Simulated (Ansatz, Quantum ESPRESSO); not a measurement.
**Equation of state of hcp Zr**

How stiff is hcp Zr under hydrostatic load? Each row relaxes cell and atoms at a set pressure. The phase is followed to these pressures whether or not it stays the stable one.

Calculated with Quantum ESPRESSO 7.5, PBEsol, GBRV 1.5 ultrasoft potentials, cutoff 680 eV, Fermi–Dirac smearing 0.05 eV, k-mesh 16×16×9, no spin polarisation, no spin-orbit coupling.

Reference cell, relaxed at zero pressure with PBEsol (P6_3/mmc): a = 3.1850 Å, b = 3.1850 Å, c = 5.1144 Å, α = 90.00°, β = 90.00°, γ = 120.00°.

```
atom       x       y       z
  Zr  0.3333  0.6667  0.7500
  Zr  0.6667  0.3333  0.2500
```

| V (Å³/atom) | V/V0 | P (GPa) | E − E0 (meV/atom) |
| --- | --- | --- | --- |
| 23.4613 | 1.0444 | −4.006 | 12.8 |
| 21.4274 | 0.9538 | 5.001 | 15.7 |
| 20.5414 | 0.9144 | 10.002 | 56.9 |
| 19.7784 | 0.8804 | 15.003 | 116.2 |
| 17.9609 | 0.7995 | 30.026 | 366.2 |

V0 = 22.4647 Å³ an atom, where the residual pressure P0 is −0.006 GPa. **Question.** Fit the Birch–Murnaghan law and give the pressure and the energy at V = 19.0920 Å³ an atom, a row left out above.

With the Eulerian strain f = ½[(V0/V)^(2/3) − 1] and F = (P − P0)/[3f(1 + 2f)^(5/2)], the third-order law is the line F = B0 + (3/2) B0 (B′ − 4) f.

| f | F (GPa) |
| --- | --- |
| 0.08043 | 85.72 |
| 0.04431 | 91.32 |
| 0.03074 | 93.48 |
| 0.01601 | 96.35 |
| −0.01426 | 100.50 |

A straight line through the 5 rows: the means are 0.03145 for f and 93.474 for F, Σ(Δx)² = 0.004893 and ΣΔxΔy = −0.7731, so the slope is −0.7731/0.004893 = −158 and the intercept 93.474 − (−158)(0.03145) = 98.443.

Hence B0 = 98.4 GPa and B′ = 4 + (−158.0)/(1.5 × 98.4) = 2.93. For the withheld volume f = 0.05727, F = 89.39 GPa and P = 20.14 GPa. The run itself gives 20.02 GPa, so the estimate misses by 0.12 GPa, more than the largest misfit of the fitted rows (0.02 GPa).

Integrating the same law gives E − E0 = (9/2) B0 V0 f²[1 + (B′ − 4) f] + P0(V0 − V), with 1 GPa Å³ = 6.2415 meV: 191.1 meV an atom. The run itself gives 191.1 meV, so the estimate misses by 0.0 meV; the fitted rows themselves lie up to 0.8 meV off the law.

The same fit over all rows at other levels or in other programs gives B0 = 99 GPa with PBEsol (Ansatz).

Measured bulk modulus: 101.577 GPa (arxiv:2301.10475), against 98 GPa here (−3 %).

The calculation is for a static lattice, while measurements hold thermal and zero-point motion.

[Logs are printed without paths, hosts, clocks, repeated set-up lines and the standing remarks that a program may print on its own settings, such as how far it seeks lower states.]
